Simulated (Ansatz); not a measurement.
# 3-layer 1T-SbSI (AA) in a perpendicular field, part 2 of 3

What dipole does a perpendicular field induce in the 3-layer 1T-SbSI (AA), and does the gap follow? A positive field points along +c.

Ansatz 0.2.0; plane-wave DFT, PBE-D4, Ansatz PAW (the session's first sound run).

So far. Step 2 (Relaxing the slab): The lattice constant a goes from 4.137 to 4.021 Å.

### Step 3. Atoms held, field 0, start network

A sawtooth potential applies the field, turning back in the middle of the vacuum. With the dipole correction the typed value is the field outside the slab. The induced dipole is small, so the SCF threshold is tight.

The cell differs from the one that the last finished run ended in (c 60.816 → 34.387 Å).

Contents of input.yaml:

```yaml
crystal:
  lattice:
    - [4.0206406789, 0.0, 0.0]
    - [-2.0103203394, 3.4819769674, 0.0]
    - [0.0, 0.0, 34.3865176857]
  atoms:
    - { symbol: I, position: [0.6666666667, 0.3333333333, 0.2617304864] }
    - { symbol: Sb, position: [0.0, 0.0, 0.3240669658] }
    - { symbol: S, position: [0.3333333333, 0.6666666667, 0.3627602536] }
    - { symbol: I, position: [0.6666666667, 0.3333333333, 0.4495204471] }
    - { symbol: Sb, position: [0.0, 0.0, 0.5118295878] }
    - { symbol: S, position: [0.3333333333, 0.6666666667, 0.5504838532] }
    - { symbol: I, position: [0.6666666667, 0.3333333333, 0.6372365609] }
    - { symbol: Sb, position: [0.0, 0.0, 0.699585353] }
    - { symbol: S, position: [0.3333333333, 0.6666666667, 0.7382695136] }
kpoints:
  mp_grid: { grid: [12, 12, 1] }
  band_path:
    path: [[0, 0, 0], [0.5, 0, 0], [0.33333333, 0.33333333, 0], [0, 0, 0]]
    npoints: 16
hamiltonian:
  xc: pbe
  dispersion: d4
scf:
  occupations: { method: fermi_dirac, width: 0.02585 }
  convergence: { dr2_threshold: 1.0e-10 }
efield:
  axis: 3
  dipole_correction: true
  ramp_position: 0.97
  ramp_width: 0.06
  amplitude: 0
output:
  dos: { projected: true, e_range: [-6, 5] }
  bader: true
  write_potential: true
  write_density: true
  volumetric_format: npy
  elf: true
```

Command:

```sh
ansatz run input.yaml --threads 4 --pin off --max-ram 6144MiB --backend cpu --events-out ev --progress --plain --runs-dir out
```

Numbers of over 12 decimals in the logs are rounded to 6 here.

The log of the run:

```text
[...]
Crystal: 9 atoms, lattice volume = 481.404 Å³
Basis set: ecut = 420 eV, 9463 PW (Γ)
Bands: 69, of which v1, the nominal top of the filled ones, is band 57 counted from 1 (56 counted from 0)
Symmetry: 6 space group operations
[...]
k-points: 19 of 144 (time reversal used)
[...]
SCF iter   1: F=—  HF=-44703.876292 eV  |F-HF|=—  |Δ(HF+E_count)|=         —  Δρ=1.38e-3  dr2=5.22e-2  ethr=1.77e-3  p=-0.023 e·Å  D=-8.62e-3 V/Å  ΔV_dip=0.30 eV  dr2_dipole=1.72e-2  V_vac-E_F(+/−)=4.97/4.67 eV  ⟨swp⟩=12.2  Hψ=6632  notcnv=0  defer=7
efield: sawtooth ramp at fractional position 0.9700 (set: `efield.ramp_position`, or a place that a band, a saddle search or an elastic batch's reference lends), width 0.0600; the density the first Hamiltonian is built on has a dipole p = -0.023 e·Å; the dipole correction subtracts the counter field D = -8.62e-3 V/Å, which shifts the + side's vacuum level by +0.30 eV against the − side's; the planar-averaged density in the ramp window peaks in size at 5.7e-6 e/Å³
[...]
SCF iter   2: F=—  HF=-44703.870009 eV  |F-HF|=—  |Δ(HF+E_count)|=   6.28e-3  Δρ=1.26e-3  dr2=4.15e-2  ethr=4.58e-5  p=-0.079 e·Å  D=-2.98e-2 V/Å  ΔV_dip=1.02 eV  dr2_dipole=9.32e-3  V_vac-E_F(+/−)=5.46/4.44 eV  ⟨swp⟩=3.4  Hψ=2644  notcnv=0  defer=57
[...]
SCF iter  13: F=-44703.866646 eV  HF=-44703.866646 eV  |F-HF|=7.28e-12  |Δ(HF+E_count)|=  2.04e-10  Δρ=9.17e-8  dr2=5.02e-11  ethr=1.00e-12  p=-0.079 e·Å  D=-2.96e-2 V/Å  ΔV_dip=1.02 eV  dr2_dipole=3.72e-12  V_vac-E_F(+/−)=5.50/4.48 eV  ⟨swp⟩=12.7  Hψ=5042  notcnv=0
SCF 1 converged in 13 iterations: F = -44703.866646 eV  dr2 = 5.02e-11
[...]
NSCF: frozen V_eff on 49 k-points
efield: sawtooth ramp at fractional position 0.9700 (kept from the solve that this one continues, or follows in the run), width 0.0600; the density the first Hamiltonian is built on has a dipole p = -0.079 e·Å; the dipole correction subtracts the counter field D = -2.96e-2 V/Å, which shifts the + side's vacuum level by +1.02 eV against the − side's; the planar-averaged density in the ramp window peaks in size at 6.0e-6 e/Å³
[...]
SCF converged after 13 iterations
Free energy (F): -44703.866646 eV
[...]
Internal energy: -44703.866646 eV  (E = F + TS)
E sigma→0 (E₀):  -44703.866646 eV
Fermi energy:    2.134980 eV
Dipole field:    D = -0.029580 V/Å  (p = -0.078696 e·Å, saw-weighted, corrected)
Work function:   Φ+ = 5.4957 eV   Φ− = 4.4785 eV
Levels:          The Fermi level and band energies are counted from a zero that moves with the ramp; work functions are not
[...]
--- Band table (eV; the first three rows and the last of 19) ---
  k-point 0: bands = [... 53 lower, 0.8109, 1.0025, 1.0025, 1.1583, 2.6141, 3.0569, 3.3046, 3.3046, ... 8 higher]
  k-point 1: bands = [... 53 lower, 0.8939, 0.9761, 1.1451, 1.3795, 2.7746, 3.0867, 3.3685, 3.4228, ... 8 higher]
  k-point 2: bands = [... 53 lower, 0.8901, 0.9696, 1.2725, 1.5648, 2.8234, 3.1861, 3.5075, 3.7096, ... 8 higher]
  k-point 18: bands = [... 53 lower, 0.0617, 0.4073, 0.8232, 1.2533, 3.9937, 4.0750, 4.5058, 4.5928, ... 8 higher]
--- Bader charges: 9 sites ---
  site symbol  charge [e]  shift [e]
     0      I     -0.3581     0.0000
     1     Sb      1.1084     0.0006
     2      S     -0.7601     0.0006
     3      I     -0.3429     0.0000
     4     Sb      1.1018     0.0006
     5      S     -0.7589     0.0006
     6      I     -0.3438     0.0000
     7     Sb      1.1098     0.0006
     8      S     -0.7562     0.0006
  estimated error of the sums over rays = 3.1e-4 e
```

Wall time 21 s (4 threads of AMD EPYC 9R45 (Zen 5), shared host); peak memory 1.8 GiB; 84 s of CPU time.

This step gave:

```yaml
gap_on_the_k_mesh: 1.034 eV
dipole_along_the_normal: -0.07870 e·Å
gap_along_the_path: 1.007 eV
smallest_direct_gap_along_the_path: 1.263 eV
step_between_the_vacuum_levels: 1.017 eV
ionisation_energy_upper_face: 6.024 eV
electron_affinity_upper_face: 5.017 eV
ionisation_energy_lower_face: 5.006 eV
gap_the_smaller_of_path_and_mesh: 1.007 eV
```

Running mean over a fixed 2.7 Å (it still follows the layers) of the planar mean; the ramp of the sawtooth is left out. The electron's electrostatic potential energy less the Fermi level by z:

```csv
z (Å),electron's electrostatic potential energy less the Fermi level (eV)
4,4.48
5,4.48
6,4.43
7,3.52
8,1.13
9,-1.15
10,-3.36
11,-4.91
12,-4.85
13,-1.22
14,0.729
15,-0.0480
16,-2.23
17,-4.01
18,-5.12
19,-2.62
20,0.434
21,1.04
22,-0.807
23,-2.94
24,-4.41
25,-3.96
26,0.0477
27,3.95
28,5.41
29,5.49
30,5.50
31,5.50
```

The density of states has structure finer than the step of the table below, so its rows give means over 0.25 eV, whole bins alone (the curve runs from -6 to 2.46 eV). Peaks (eV: height): -2.640: 14.0, -2.500: 12.5, -2.060: 13.1, -1.950: 12.6, -1.260: 15.8, -1.150: 13.1, 2.190: 24.6.

The density of states by energy, zero at the Fermi level of the run, which the smearing sets inside the gap; means over each step:

```csv
energy (eV),density of states (states/eV a cell)
-5.75,1.73
-5.50,3.03
-5.25,4.93
-5.00,7.91
-4.75,5.98
-4.50,7.08
-4.25,7.28
-4.00,8.06
-3.75,7.58
-3.50,7.43
-3.25,6.63
-3.00,8.43
-2.75,6.80
-2.50,9.32
-2.25,8.55
-2.00,10.6
-1.75,6.85
-1.50,7.17
-1.25,8.22
-1.00,5.24
-0.75,3.59
-0.50,1.50
-0.25,0
0.00,0
0.25,0
0.50,0.140
0.75,1.61
1.00,3.58
1.25,5.23
1.50,5.86
1.75,8.58
2.00,7.87
2.25,13.1
```

Projected DOS per atom over height of the atomic layer and energy from the Fermi level. Layers: I Sb S I Sb S I Sb S from below.

Values in states/eV, 22 rows by 9 columns, each cell a mean:
```
0.56 2.43 1.28 0.45 2.03 0.94 0.30 1.45 0.59
0.42 1.83 0.82 0.32 1.51 0.61 0.39 1.51 0.49
0.34 1.49 0.54 0.39 1.43 0.44 0.28 1.03 0.26
0.35 1.29 0.37 0.25 0.91 0.21 0.05 0.22 0.05
0.25 0.82 0.16 0.02 0.11 0.03 0.00 0.01 0.00
0.00 0.01 0.00 0.00 0.00 0.00 0.00 0.00 0.00
0.00 0.00 0.00 0.00 0.00 0.00 0.00 0.00 0.00
0.00 0.00 0.00 0.01 0.01 0.03 0.20 0.14 0.38
0.03 0.02 0.06 0.41 0.30 0.74 1.04 0.55 1.18
0.57 0.38 0.94 1.02 0.48 1.06 1.41 0.33 0.81
1.18 0.47 1.01 1.47 0.22 0.57 1.55 0.12 0.47
1.54 0.17 0.51 2.18 0.22 0.97 2.58 0.12 1.35
1.99 0.20 0.89 1.77 0.19 0.76 1.44 0.19 1.06
1.86 0.17 0.99 1.44 0.21 0.90 0.82 0.36 1.09
1.99 0.23 1.11 0.87 0.35 1.08 0.58 0.44 0.86
0.60 0.33 0.73 0.81 0.53 0.96 1.05 0.92 1.28
0.84 0.66 1.06 0.87 0.84 1.26 0.67 0.73 0.86
0.83 0.90 1.28 0.70 0.72 0.88 0.76 0.89 0.83
0.46 0.64 0.76 0.66 0.83 0.86 0.50 0.65 0.57
0.62 0.87 0.89 0.50 0.68 0.64 0.55 0.75 0.59
0.50 0.79 0.73 0.47 0.68 0.59 0.09 0.06 0.04
0.27 0.44 0.38 0.07 0.05 0.03 0.00 0.00 0.00
```
Columns: height of the atomic layer (Å) from 9 to 25.4 (not evenly spaced); rows upwards: energy from the Fermi level (eV) from -5.96 to 2.41.

Electronic bands along the path, in eV, zero at the Fermi level of the run, which the smearing sets inside the gap:

```csv
point,band 54,band 55,band 56,band 57,band 58,band 59,band 60,band 61
Γ,-1.32,-1.13,-1.13,-0.98,0.48,0.92,1.17,1.17
halfway,-1.48,-1.38,-1.10,-0.73,0.79,1.22,1.60,1.88
M,-1.97,-1.77,-1.64,-1.31,0.84,1.26,1.66,2.16
halfway,-2.08,-1.56,-1.27,-1.04,1.57,1.74,2.03,2.20
K,-2.07,-1.73,-1.31,-0.88,1.86,1.94,2.37,2.46
halfway,-1.75,-1.17,-0.90,-0.59,1.22,1.51,1.80,1.81
Γ,-1.32,-1.13,-1.13,-0.98,0.48,0.92,1.17,1.17
```

Valence density in the ca plane at fractional y = 0.000, with atoms of Sb within 0.2 Å of it. It is the smooth field of the valence electrons, not physical close to the nuclei.

Values in e/Å³, 6 rows by 16 columns, each cell a mean:
```
 0  0  0  0  0  0  1  6  0  0  0  0  0  5  3  0
 0  0  0  0  0  0  0  0  0  0  0  0  0  0  0  0
 0  0  0  0  0  0  0  0  0  0  0  0  0  0  0  0
 0  0  0  0  0  0  0  0  0  0  0  0  0  0  0  0
 0  0  0  0  0  0  0  1  0  0  0  0  0  1  1  0
 0  0  0  0  0  0  1 10  1  0  0  0  0  7  4  0
```
Columns run along c (16.0 Å, from fractional 0.11 to 0.58 of the cell), rows up along a (4.0 Å). Atoms in or near the plane, at fractional coordinates: Sb at (0.32, 0.00), Sb at (0.51, 0.00).

ELF in the ca plane at fractional y = 0.000, with atoms of Sb within 0.2 Å of it. It is the smooth field of the valence electrons, not physical close to the nuclei.

Ten even steps from '0' (0.00) to '9' (0.76), each cell a mean:
```
00000000000000000000135400034200000000145300
00000000000000001122225532343210000122235432
00000000000000023566534444444431002566534544
00000000000000247899863333456763015899853333
00000000000001358999985212368884016999974112
00000000000001368999985211478984116999984112
00000000000000257999974222367873015999973222
00000000000000135788753444445542004788643444
00000000000000012344334544444210001344334544
00000000000000000011135420243200000011135410
00000000000000000000035300034200000000145200
```
Columns run along c (16.0 Å, from fractional 0.06 to 0.53 of the cell), rows up along a (4.0 Å). Atoms in or near the plane, at fractional coordinates: Sb at (0.32, 0.00), Sb at (0.51, 0.00).

Electrostatic potential energy in the ca plane at fractional y = 0.000, with atoms of Sb within 0.2 Å of it. With pseudopotentials it is smooth inside the atoms' cores, unlike the true potential.

Ten even steps from '0' (-26 eV) to '9' (7 eV), each cell a mean:
```
99999999999999998510000589999999997400001689
99999999999999998730003689999999998620014789
99999999999999998864346899999999998864357899
99999999999998888888778889999998888887788899
99999999999987778999888889999987778999888889
99999999999987678999998888999987678999998889
99999999999988788888888889999988788988888889
99999999999999888876667899999998888876678899
99999999999999998752125789999999998741125899
99999999999999998610001689999999998510002689
99999999999999998400000489999999997300001589
```
Columns run along c (16.0 Å, from fractional 0.11 to 0.58 of the cell; values clipped at the 3rd and 97th percentile), rows up along a (4.0 Å). Atoms in or near the plane, at fractional coordinates: Sb at (0.32, 0.00), Sb at (0.51, 0.00).

The gap is 1.01 eV, with the valence edge 6.02 eV and the conduction edge 5.02 eV under the upper vacuum level. Spin-orbit coupling, left out in this run, matters for the bands of elements this heavy.

### Step 4. Atoms held, field 0.1 V/Å

Edit input.yaml of step 3 so:

```diff
@@ -29,8 +29,6 @@
   dipole_correction: true
-  ramp_position: 0.97
-  ramp_width: 0.06
-  amplitude: 0
+  ramp_position: 0.9636
+  ramp_width: 0.0628
+  amplitude: 0.1
 output:
-  dos: { projected: true, e_range: [-6, 5] }
-  bader: true
   write_potential: true
@@ -38,2 +36 @@
   volumetric_format: npy
-  elf: true
```

The log of the run:

```text
[...]
Crystal: 9 atoms, lattice volume = 481.404 Å³
Basis set: ecut = 420 eV, 9463 PW (Γ)
Bands: 69, of which v1, the nominal top of the filled ones, is band 57 counted from 1 (56 counted from 0)
Symmetry: 6 space group operations
[...]
k-points: 19 of 144 (time reversal used)
[...]
k-point 0: bands = [... 53 lower, 0.8541, 1.0901, 1.0901, 1.2226, 2.5295, 3.0606, 3.2298, 3.2298, ... 8 higher]
  k-point 1: bands = [... 53 lower, 0.8552, 1.0638, 1.1898, 1.4569, 2.6969, 3.0819, 3.3297, 3.3481, ... 8 higher]
  k-point 2: bands = [... 53 lower, 0.9019, 0.9773, 1.2869, 1.6578, 2.7519, 3.1972, 3.5952, 3.6353, ... 8 higher]
  k-point 18: bands = [... 53 lower, 0.1301, 0.3501, 0.8259, 1.3255, 3.9403, 4.0327, 4.5167, 4.5722, ... 8 higher]
[key lines of the parts left out:]
SCF converged after 20 iterations
Free energy (F): -44703.865233 eV
Fermi energy:    2.139154 eV
Dipole field:    D = 0.018970 V/Å  (p = 0.050469 e·Å, saw-weighted, corrected)
```

The job ended after 18 s (4 threads; peak memory 1.5 GiB; 68 s of CPU time).

The dipole is 0.0505 e·Å, 0.129 e·Å from its value without field, and the gap 0.826 eV.

### Step 5. Single point, field -0.1 V/Å

Edit input.yaml of step 4 so:

```diff
@@ -31,3 +31,3 @@
   ramp_width: 0.0628
-  amplitude: 0.1
+  amplitude: -0.1
 output:
```

The log of the run:

```text
[...]
Crystal: 9 atoms, lattice volume = 481.404 Å³
Basis set: ecut = 420 eV, 9463 PW (Γ)
Bands: 69, of which v1, the nominal top of the filled ones, is band 57 counted from 1 (56 counted from 0)
Symmetry: 6 space group operations
[...]
k-points: 19 of 144 (time reversal used)
[...]
k-point 0: bands = [... 53 lower, 0.7947, 0.9244, 0.9244, 1.1144, 2.7083, 3.0627, 3.2939, 3.3870, ... 8 higher]
  k-point 1: bands = [... 53 lower, 0.8981, 0.9360, 1.1110, 1.3237, 2.8595, 3.0956, 3.3363, 3.4983, ... 8 higher]
  k-point 2: bands = [... 53 lower, 0.8131, 1.0446, 1.2674, 1.4850, 2.9009, 3.1831, 3.4338, 3.7913, ... 8 higher]
  k-point 18: bands = [... 53 lower, 0.0119, 0.4643, 0.8311, 1.1996, 4.0480, 4.1156, 4.5041, 4.5908, ... 8 higher]
[key lines of the parts left out:]
SCF converged after 19 iterations
Free energy (F): -44703.880970 eV
Fermi energy:    2.141816 eV
Dipole field:    D = -0.078101 V/Å  (p = -0.207782 e·Å, saw-weighted, corrected)
```

Wall time 15 s (4 threads); peak memory 1.5 GiB.

The dipole is -0.208 e·Å, -0.129 e·Å from its value without field, and the gap 1.188 eV.

### Step 6. Atoms held, field 0.5 V/Å

Edit input.yaml of step 5 so:

```diff
@@ -29,5 +29,5 @@
   dipole_correction: true
-  ramp_position: 0.9636
-  ramp_width: 0.0628
-  amplitude: -0.1
+  ramp_position: 0.9161
+  ramp_width: 0.1578
+  amplitude: 0.5
 output:
```

The log of the run:

```text
[...]
Crystal: 9 atoms, lattice volume = 481.404 Å³
Basis set: ecut = 420 eV, 9463 PW (Γ)
Bands: 69, of which v1, the nominal top of the filled ones, is band 57 counted from 1 (56 counted from 0)
Symmetry: 6 space group operations
[...]
k-points: 19 of 144 (time reversal used)
[...]
k-point 0: bands = [... 53 lower, 1.0140, 1.3891, 1.3891, 1.5053, 2.1876, 2.9239, 2.9239, 3.0498, ... 8 higher]
  k-point 1: bands = [... 53 lower, 0.8870, 1.3309, 1.3635, 1.7712, 2.3757, 2.9219, 3.0422, 3.1799, ... 8 higher]
  k-point 2: bands = [... 53 lower, 0.6436, 1.2774, 1.3193, 1.9886, 2.4500, 3.2070, 3.3298, 3.4152, ... 8 higher]
  k-point 18: bands = [... 53 lower, 0.3099, 0.4051, 0.8175, 1.6056, 3.6761, 3.7924, 4.2673, 4.5287, ... 8 higher]
[key lines of the parts left out:]
SCF converged after 21 iterations
Free energy (F): -44703.989088 eV
Fermi energy:    2.134287 eV
Dipole field:    D = 0.214885 V/Å  (p = 0.571682 e·Å, saw-weighted, corrected)
```

Elapsed: 19 s, on 4 threads; peak memory 1.5 GiB.

The dipole is 0.572 e·Å, 0.650 e·Å from its value without field, and the gap 0.150 eV.

### Step 7. Single point, field -0.3 V/Å

Edit input.yaml of step 6 so:

```diff
@@ -29,6 +29,8 @@
   dipole_correction: true
-  ramp_position: 0.9161
-  ramp_width: 0.1578
-  amplitude: 0.5
+  ramp_position: 0.9616
+  ramp_width: 0.067
+  amplitude: -0.3
 output:
+  dos: { projected: true, e_range: [-6, 5] }
+  bader: true
   write_potential: true
@@ -36 +38,2 @@
   volumetric_format: npy
+  elf: true
```

The log of the run:

```text
[...]
Crystal: 9 atoms, lattice volume = 481.404 Å³
Basis set: ecut = 420 eV, 9463 PW (Γ)
Bands: 69, of which v1, the nominal top of the filled ones, is band 57 counted from 1 (56 counted from 0)
Symmetry: 6 space group operations
[...]
k-points: 19 of 144 (time reversal used)
[...]
--- Bader charges: 9 sites ---
  site symbol  charge [e]  shift [e]
     0      I     -0.3395     0.0000
     1     Sb      1.1097     0.0006
     2      S     -0.7708     0.0006
     3      I     -0.3327     0.0000
     4     Sb      1.1023     0.0006
     5      S     -0.7696     0.0006
     6      I     -0.3335     0.0000
     7     Sb      1.1092     0.0006
     8      S     -0.7751     0.0006
  estimated error of the sums over rays = 3.2e-4 e
[key lines of the parts left out:]
SCF converged after 16 iterations
Free energy (F): -44703.948340 eV
Fermi energy:    2.163678 eV
Dipole field:    D = -0.175143 V/Å  (p = -0.465951 e·Å, saw-weighted, corrected)
```

Elapsed: 25 s, on 4 threads; peak memory 1.7 GiB.

The dipole is -0.466 e·Å, -0.387 e·Å from its value without field, and the gap 1.510 eV.

### Step 8. Response, atoms held

This step: plane-wave DFT, PBE-D4, Ansatz PAW; response to a field along the normal, atoms held (Ansatz 0.2.0).

The dipoles give the slope, and the difference of two potentials shows where the field is screened.

This step gave:

```
equivalent conductor thickness p/(ε₀AE) : 16.69 Å
distance between the outer atoms        : 16.39 Å
```

The dipole of the cell by applied field:

```csv
applied field (V/Å),dipole of the cell (e·Å)
-0.300,-0.466
-0.100,-0.208
0.000,-0.0787
0.100,0.0505
0.500,0.572
```

Local field over the applied field, running mean. From the potentials at -0.1 and 0.1 V/Å; running mean over 2.5 Å. Local field over applied field against z:

z (Å), local field over applied field and a bar:
```
        5      0.995 ##############################
        6      0.961 #############################
        7      0.777 #######################
        8      0.431 ############
        9      0.130 ###
       10      0.040 
       11      0.031 
       12      0.086 ##
       13      0.236 ######
       14      0.286 ########
       15      0.172 #####
       16      0.049 #
       17      0.025 
       18      0.047 #
       19      0.161 ####
       20      0.288 ########
       21      0.240 #######
       22      0.089 ##
       23      0.034 
       24      0.032 
       25      0.117 ###
       26      0.400 ############
       27      0.742 ######################
       28      0.947 ############################
       29      0.994 ##############################
       30      0.999 ##############################
```

Electrons, planar mean, per unit field. Table of induced electron density by z:

z (Å), induced electron density (e/Å³ per V/Å) and a bar from the least value:
```
        5    0.00002 #############
        6    0.00018 ##############
        7    0.00133 ####################
        8    0.00353 ##############################
        9    0.00065 ################
       10   -0.00034 ############
       11    0.00039 ###############
       12   -0.00083 #########
       13   -0.00173 #####
       14    0.00080 #################
       15    0.00125 ###################
       16    0.00007 #############
       17   -0.00009 #############
       18    0.00025 ##############
       19   -0.00116 ########
       20   -0.00118 ########
       21    0.00216 #######################
       22    0.00032 ###############
       23   -0.00032 ############
       24    0.00049 ###############
       25   -0.00116 ########
       26   -0.00276 
       27   -0.00168 #####
       28   -0.00025 ############
       29   -0.00003 #############
       30    0.00000 #############
```

The smaller of the gaps on the path and on the k-mesh, counted as 0 under 0.03 eV. Table of gap by applied field:

```csv
applied field (V/Å),gap (eV)
-0.300,1.51
-0.100,1.19
0.000,1.01
0.100,0.826
0.500,0.150
```

By hand: between -0.1 and 0.1 V/Å the dipole changes by 0.2583 e·Å, a slope of 1.291 e·Å²/V. A perfect conductor of thickness t has p = ε₀AEt, so t = 180.95 × 1.291 / 14.000 = 16.69 Å (e/ε₀ = 180.95 V·Å, A in Å²).

The induced dipole is that of a conductor 16.69 Å thick.

(Part 2 of 3 ends here.)

[Logs are printed without paths, hosts, clocks, repeated set-up lines and the standing remarks that a program may print on its own settings, such as how far it seeks lower states.]

[Hosts, paths, dates, database ids (printed as entryN), source tags and the programs' standing remarks are cut or masked in the printed files.]

[Maps of the electrostatic potential energy from Ansatz leave out the sawtooth potential of an applied field or a dipole correction, so their vacuum need not be flat; planar profiles and work functions include it.]

[The density of states shown here was stored with 400 of the rows of the run's finer table, so its peaks can read low, often by over a quarter, or be missed, and its means over a window can be off by a tenth or more.]
